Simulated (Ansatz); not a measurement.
# Lattice dynamics of Nb2NF2 monolayer, part 2 of 3

Aim: the vibrations of Nb2NF2 monolayer, their spectra, and whether the structure is stable.

Ansatz 0.2.0; DFT PBE, scalar-relativistic, plane waves, PAW; PAW set soft_1.

So far. Step 2 (Rough relaxation): The program solves this slab on a cell height of its own, 33.2 Å, in place of the one typed.

## (4) Relaxing to small forces for the phonons

Phonons need a cell at rest on their own settings, so the relaxation is repeated with tight tolerances on forces and stress on the k mesh and occupations of the first response run.

input.yaml reads:

```yaml
crystal:
  lattice:
    - [3.2759931165, 0.0, 0.0]
    - [-1.6379965583, 2.8370932615, 0.0]
    - [0.0, 0.0, 33.2]
  atoms:
    - { symbol: "N", position: [0.0, 0.0, 0.3012048193] }
    - { symbol: Nb, position: [0.3333333333, 0.6666666667, 0.331773126] }
    - { symbol: Nb, position: [0.6666666667, 0.3333333333, 0.2706365125] }
    - { symbol: F, position: [0.6666666667, 0.3333333333, 0.3714187891] }
    - { symbol: F, position: [0.3333333333, 0.6666666667, 0.2309908494] }
  periodic: [true, true, false]
kpoints:
  mp_grid: { grid: [12, 12, 1] }
hamiltonian:
  xc: pbe
  pseudopotentials: { kind: paw, azcp: { folder: soft_1 } }
scf:
  occupations: { method: methfessel_paxton, width: 0.2 }
output:
  forces: true
  stress: true
  eigenvalues: true
  write_density: true
  write_potential: true
  elf: true
  volumetric_format: npy
relax:
  adjacent_minimum: "off"
  f_tol: 0.001
  max_steps: 60
  cell: { stress_2d_tol: 0.002 }
```

Run with:

```sh
$ ansatz run input.yaml --threads 4 --pin off --max-ram 16384MiB --backend cpu --events-out ev --progress --plain --runs-dir out
```

Numbers of over 12 decimals in the logs are rounded to 6 here.

The log of the run:

```text
[...]
Crystal: 5 atoms, lattice volume = 308.571 Å³
Basis set: ecut = 420 eV, 6159 PW (Γ), exchange–correlation on 48×48×450 points (8 copies of the dense FFT grid, shifted against one another)
Bands: 28, of which v1, the nominal top of the filled ones, is band 23 counted from 1 (22 counted from 0)
Symmetry: 12 space group operations
[...]
k-points: 19 of 144
[...]
cell:  # Å, volume = 308.1297 Å³
    - [3.273651, 2.8846875861042855e-11, 0]
    - [-1.636826, 2.835065, 0]
    - [0, 0, 33.2]
  atoms:
    - { symbol: N, position: [0, 0, 0.301205] }
    - { symbol: Nb, position: [0.333333, 0.666667, 0.331822] }
    - { symbol: Nb, position: [0.666667, 0.333333, 0.270587] }
    - { symbol: F, position: [0.666667, 0.333333, 0.371501] }
    - { symbol: F, position: [0.333333, 0.666667, 0.230908] }
[key lines of the parts left out:]
SCF converged after 9 iterations
Free energy (F): -11108.597426 eV
Fermi energy:    -3.942369 eV
P = ½ c Tr σ = -0.0000 N/m
```

Run time: 26 s. Hardware: 4 threads of Arm Neoverse V2, shared host; peak memory 0.69 GiB; 99 s of CPU time.

Little changed from the start: no atom moved by 0.005 Å and no cell edge by 0.1 %.

This step gave:

* area per atom: 1.856 Å²

Valence density in the ac plane at fractional y = 0.333, with atoms of Nb and F within 0.2 Å of it. It is the smooth field of the valence electrons, not physical close to the nuclei.

Ten steps, logarithmic in the rise over the least value, from '0' (0.00 × 1e0 e/Å³) to '9' (4.36 × 1e0 e/Å³), each cell a mean:
```
00000000000000000
00000000000000000
00000000000000000
00000000000000000
00000000000000000
00000000000000000
00000000000000000
00000000000000000
00000000000000000
00000000000000000
00000000000000000
00000000000000000
00000000000000000
00000000000000000
21000123578998643
44454444579998754
55555554555665544
44334456899999976
33333332234443322
00000000000000000
00000000000000000
00000000000000000
00000000000000000
00000000000000000
```
Columns run along a (3.3 Å), rows up along c (33.2 Å). Atoms in or near the plane, at fractional coordinates: Nb at (0.67, 0.27), F at (0.67, 0.37).

Electrostatic potential energy in the ac plane at fractional y = 0.333, with atoms of Nb and F within 0.2 Å of it. With pseudopotentials it is smooth inside the atoms' cores, unlike the true potential.

Ten even steps from '0' (-34 eV) to '9' (0 eV), each cell a mean:
```
99999999999999999
99999999999999999
99999999999999999
99999999999999999
99999999999999999
99999999999999999
99999999999999999
99999999999999999
99999999999999999
99999999999999999
99999999999999999
99999999999999999
99999999999999999
99999999999999999
99999999865555689
76556677654444577
76656677665556677
67888752000000003
99999988877777788
99999999999999999
99999999999999999
99999999999999999
99999999999999999
99999999999999999
```
Columns run along a (3.3 Å; values clipped at the 3rd and 97th percentile), rows up along c (33.2 Å). Atoms in or near the plane, at fractional coordinates: Nb at (0.67, 0.27), F at (0.67, 0.37).

ELF in the ac plane at fractional y = 0.333, with atoms of Nb and F within 0.2 Å of it. It is the smooth field of the valence electrons, not physical close to the nuclei.

Ten even steps from '0' (0.00) to '9' (0.70), each cell a mean:
```
00000000000000000
00000000000000000
00000000000000000
00000000000000000
00000000000000000
00000000000000000
00000000000000000
00000000000000000
00000000000000000
00000000000000000
00000000000000000
00000000000000000
00000000000000000
00000000000000000
20000135789999875
22333224577777653
34444433344544333
22232225898779974
34565421112222101
00000000000000000
00000000000000000
00000000000000000
00000000000000000
00000000000000000
```
Columns run along a (3.3 Å), rows up along c (33.2 Å). Atoms in or near the plane, at fractional coordinates: Nb at (0.67, 0.27), F at (0.67, 0.37).

The largest force component left is 0.025 meV/Å, within the tolerances set.

## (5) Modes at Γ

The zone centre comes first: it holds the modes that light can see, as far as symmetry allows. No field response is asked, since the mesh shows no gap.

input.yaml, the sections that differ from step 4:

```yaml
crystal:
  lattice:
    - [3.2736513786, 0.0, 0.0]
    - [-1.6368256893, 2.835065257, 0.0]
    - [0.0, 0.0, 33.2]
  atoms:
    - { symbol: "N", position: [0.0, 0.0, 0.3012048193] }
    - { symbol: Nb, position: [0.3333333333, 0.6666666667, 0.3318222846] }
    - { symbol: Nb, position: [0.6666666667, 0.3333333333, 0.270587354] }
    - { symbol: F, position: [0.6666666667, 0.3333333333, 0.3715011905] }
    - { symbol: F, position: [0.3333333333, 0.6666666667, 0.230908448] }
  periodic: [true, true, false]
output:
  eigenvalues: true
phonons:
  method: dfpt
# kpoints, hamiltonian, scf: as in step 4
# relax: removed
```

The log of the run:

```text
Warning: crystal.symmetry: narrowed to the stabiliser of the run's FFT grids — unitary ops 12 → 6. A phonons.method: dfpt run fills in the rows of the dynamical matrix that it does not solve by its symmetry operations, which is exact only for operations that map its FFT grids onto themselves: filled in by any other, the frequencies could depend on the order in which like atoms are typed, or, by more than the grids' own error, on where the crystal sits among the grids' points. Excluded: 6 operations. The run can therefore solve more perturbations, solve them on more k-points, or both, and cost more. [rest of the remark cut]
[...]
Crystal: 5 atoms, lattice volume = 308.130 Å³
Basis set: ecut = 420 eV, 6135 PW (Γ), exchange–correlation on 48×48×450 points (8 copies of the dense FFT grid, shifted against one another)
Bands: 28, of which v1, the nominal top of the filled ones, is band 23 counted from 1 (22 counted from 0)
Symmetry: 12 space group operations
k-points: 43 of 144 (irreducible under 2 space group operations, time reversal used)
[...]
SCF iter   1: F=—  HF=-11114.411590 eV  |F-HF|=—  |Δ(HF+E_count)|=         —  Δρ=7.24e-2  dr2=2.17e1  ethr=3.10e-3  ⟨swp⟩=10.9  Hψ=8167  notcnv=0
[...]
SCF iter  12: F=-11108.597426 eV  HF=-11108.597426 eV  |F-HF|=3.64e-12  |Δ(HF+E_count)|=  5.68e-10  S|Δr|=    0.00e0  Δρ=1.84e-8  dr2=7.43e-13  ethr=1.00e-12  ⟨swp⟩=19.1  Hψ=10568  notcnv=0
SCF 1 converged in 12 iterations: F = -11108.597426 eV  dr2 = 7.43e-13
[...]
DFPT response loops at Γ: preconditioner auto → none (partly filled bands, converged f_vac=0.785); β = 0.50; Broyden in place of MSR1
SCF converged after 12 iterations
[...]
Free energy (F): -11108.597426 eV
[...]
Internal energy: -11108.603404 eV  (E = F + TS)
E sigma→0 (E₀):  -11108.598921 eV
Entropy (-TS):   0.005978 eV (1.196 meV/atom)
Fermi energy:    -3.942370 eV
[...]
--- Band table (eV; the first three rows and the last of 43) ---
  k-point 0: bands = [... 19 lower, -9.8470, -6.1899, -6.1899, -4.0629, -3.6375, -2.7229, -2.7229, -2.3190, ... 1 higher]
  k-point 1: bands = [... 19 lower, -9.8177, -6.3166, -6.0604, -4.1091, -3.4627, -2.8398, -2.7295, -2.5680, ... 1 higher]
  k-point 2: bands = [... 19 lower, -9.7979, -6.5981, -5.7001, -4.2915, -3.3930, -2.6827, -2.6089, -2.4800, ... 1 higher]
  k-point 42: bands = [... 19 lower, -9.9070, -6.2709, -5.7819, -3.8094, -2.5445, -2.4043, -1.8427, -1.7525, ... 1 higher]
--- Phonons (Γ-DFPT): 10 representative perturbations + reference, on 43 of 144 k-points (Σ response iterations 59) ---
  ASR residual: 2.551e-5 → 0.000e0 eV/Å²; symmetrization residual: 1.205e-5 eV/Å²
  The last average, over the group as it would stand without the narrowing to the FFT grids, took up to 3.949e-6 eV/Å² of the zone centre's force constants
  ASR residual per site (eV/Å²): 2.55e-5 1.61e-5 1.91e-5 5.91e-6 8.93e-6
  Γ frequencies (cm⁻¹): 0.00 0.00 0.00 151.00 151.00 209.64 209.64 239.97 239.97 262.91 324.69 391.68 410.43 626.06 626.06
  non-analytic LO–TO correction: not included (Born effective charges unavailable; polar crystals: no LO–TO splitting at Γ)
```

Elapsed: 2.6 min, on 4 threads; peak memory 1.6 GiB.

Numbers from this step:

| Property | Result |
| --- | --- |
| sum-rule residual before enforcement | 2.55e-5 eV/Å² |
| point group | -3m |
| highest optical mode at the zone centre (no LO-TO term) | 626.1 cm⁻¹ |
| lowest optical zone-centre mode | 151 cm⁻¹ |

Patterns of degenerate modes are one choice out of their space. Modes at Γ, with each element's share of the kinetic energy:

```
mode  frequency (cm⁻¹)  symmetry  N %  Nb %  F %
   1               0.0  acoustic    6    78   16
   2               0.0  acoustic    6    78   16
   3               0.0  acoustic    6    78   16
   4             151.0        Eg    0    65   35
   5             151.0        Eg    0    65   35
   6             209.6        Eu    0    16   84
   7             209.6        Eu    0    16   84
   8             240.0        Eg    0    35   65
   9             240.0        Eg    0    35   65
  10             262.9       A1g    0    54   46
  11             324.7       A2u   76    14   10
  12             391.7       A2u   18     7   74
  13             410.4       A1g    0    46   54
  14             626.1        Eu   94     6    0
  15             626.1        Eu   94     6    0
```

Displacements in mode 5 (151.0 cm⁻¹), the largest set to 1:
```
N1   0.00  0.00  0.00
Nb2  0.62 -0.08  0.00
Nb3 -0.62  0.08  0.00
F4   1.00 -0.13  0.00
F5  -1.00  0.13  0.00
```

Displacements in mode 6 (209.6 cm⁻¹), the largest set to 1:
```
N1  -0.12 -0.02  0.00
Nb2 -0.20 -0.04  0.00
Nb3 -0.20 -0.04  0.00
F4   1.00  0.21  0.00
F5   1.00  0.21  0.00
```

Before it was imposed, the acoustic sum rule was missed by 2.6e-5 eV/Å². Small misses are needed for a sound result but don't prove that mesh and cutoff are converged. The lowest optical mode is real, 151 cm⁻¹.

[end of part 2 of 3]

[Logs are printed without paths, hosts, clocks, repeated set-up lines and the standing remarks that a program may print on its own settings, such as how far it seeks lower states.]

[Hosts, paths, dates, database ids (printed as entryN), source tags and the programs' standing remarks are cut or masked in the printed files.]
